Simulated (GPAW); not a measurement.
The P K edge of atom 2 in AsP (R3m), with 3 As at 2.45 Å and 3 As at 3.00 Å (distorted octahedral, site symmetry 3m), was computed in 2 ways: excited-electron core hole (neutral cell) and no core hole. Program and functional: GPAW, LDA, Gaussian full width 0.9 eV up to 4 eV, rising linearly to 3.5 eV at 25 eV; cells of 2 and 14 atoms (the run without a hole in the smaller).

Each run is counted from its own lowest empty level or Fermi level and scaled to a mean of 1 over its first 20 eV.

```
E (eV)  run 1  run 2
  -2.0   0.00   0.00
  -1.0   0.01   0.00
   0.0   1.41   0.32
   1.0   3.04   1.68
   2.0   1.80   2.10
   3.0   1.59   1.86
   4.0   1.15   1.77
   5.0   1.08   1.42
   6.0   0.97   1.50
   7.0   0.40   0.77
   8.0   0.29   0.40
   9.0   0.38   0.35
  10.0   0.58   0.50
  11.0   0.84   0.69
  12.0   0.95   0.90
  13.0   0.84   0.87
  14.0   0.71   0.74
  15.0   0.71   0.69
  16.0   0.77   0.71
  17.0   0.81   0.76
  18.0   0.82   0.78
  19.0   0.85   0.80
  20.0   0.86   0.83
  21.0   0.80   0.81
  22.0   0.75   0.76
  23.0   0.71   0.71
  24.0   0.67   0.67
  25.0   0.64   0.63
  26.0   0.63   0.61
  27.0   0.63   0.59
  28.0   0.67   0.58
  29.0   0.76   0.62
```

**Question.** Which run is which?

Run 1: excited-electron core hole (neutral cell) (area from −2 to 6 eV 10.6, main maxima 0.8 eV (3.14), 11.9 eV (0.95) and 19.6 eV (0.86)). Run 2: no core hole (area from −2 to 6 eV 9.9, main maxima 2.0 eV (2.10), 3.5 eV (1.93), 5.8 eV (1.54) and 12.4 eV (0.92)). With each curve scaled to its own mean, the area from −2 to 6 eV with the hole is 10.6 against 9.9, and the centre of weight from −1 to 20 eV moves by -0.4 eV (first and strongest maxima below 20 eV: 2.0 eV (2.10), 3.5 eV (1.93) and 5.8 eV (1.54) without the hole, 0.8 eV (3.14), 11.9 eV (0.95) and 19.6 eV (0.86) with it); the shape changes all the same, by 40 % r.m.s.

[Banner, clock and machine lines of the logs are left out without a mark of their own.]

[Logs are printed without paths, hosts, clocks, repeated set-up lines and the standing remarks that a program may print on its own settings, such as how far it seeks lower states.]

[Hosts, paths, dates, database ids (printed as entryN), source tags and the programs' standing remarks are cut or masked in the printed files.]

[Lists of maxima count a maximum above −3 eV only where it reaches 4 % of the highest in the window and stands out from its surroundings by 2 % of it (1.5 % where it reaches 55 %); shoulders and weaker maxima are passed over, and of the rest the first, up to two pre-edge ones and the few strongest are named.]
